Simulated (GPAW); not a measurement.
Two runs for the O K edge of atom 5 in BaMnO3 (P6_3mc). Run A: GPAW, LDA + U (Mn 3.9 eV), full core hole (charged cell), 10-atom cell with 4.9 Å between holes, 3×3×3 k points, dipole transitions, Gaussian full width 0.9 eV up to 4 eV, rising linearly to 3.5 eV at 25 eV. Run B has a fault in its input.

Energy from the lowest empty level; intensity scaled to a mean of 1 over the first 20 eV:

```
E (eV)     A     B
  -2.0  0.00  0.00
  -1.0  0.00  0.00
   0.0  0.79  0.53
   1.0  1.06  0.47
   2.0  0.67  0.14
   3.0  0.96  0.32
   4.0  0.30  1.08
   5.0  1.50  0.79
   6.0  1.23  1.26
   7.0  0.86  1.55
   8.0  0.39  1.25
   9.0  0.48  0.84
  10.0  0.77  0.40
  11.0  1.40  0.63
  12.0  2.06  0.96
  13.0  1.60  1.19
  14.0  1.11  1.38
  15.0  1.01  1.40
  16.0  1.01  1.36
  17.0  0.97  1.37
  18.0  0.88  1.30
  19.0  0.71  1.27
  20.0  0.56  1.32
  21.0  0.48  1.35
  22.0  0.46  1.23
  23.0  0.48  1.04
  24.0  0.52  0.87
  25.0  0.59  0.76
  26.0  0.68  0.71
  27.0  0.77  0.71
  28.0  0.85  0.75
  29.0  0.87  0.81
  30.0  0.86  0.88
  31.0  0.84  0.92
  32.0  0.85  0.94
```

**Question.** What went wrong in run B?

The cutoff is far too low. Against the first run the r.m.s. difference is 61 %. Another feature, at 6.8 eV (1.59), becomes the highest below 16 eV; the one at 12.0 eV is gone. Other settings could leave a like mark; this is the one that was changed.

[Banner, clock and machine lines of the logs are left out without a mark of their own.]

[Logs are printed without paths, hosts, clocks, repeated set-up lines and the standing remarks that a program may print on its own settings, such as how far it seeks lower states.]

[Hosts, paths, dates, database ids (printed as entryN), source tags and the programs' standing remarks are cut or masked in the printed files.]

[Lists of maxima count a maximum above −3 eV only where it reaches 4 % of the highest in the window and stands out from its surroundings by 2 % of it (1.5 % where it reaches 55 %); shoulders and weaker maxima are passed over, and of the rest the first, up to two pre-edge ones and the few strongest are named.]
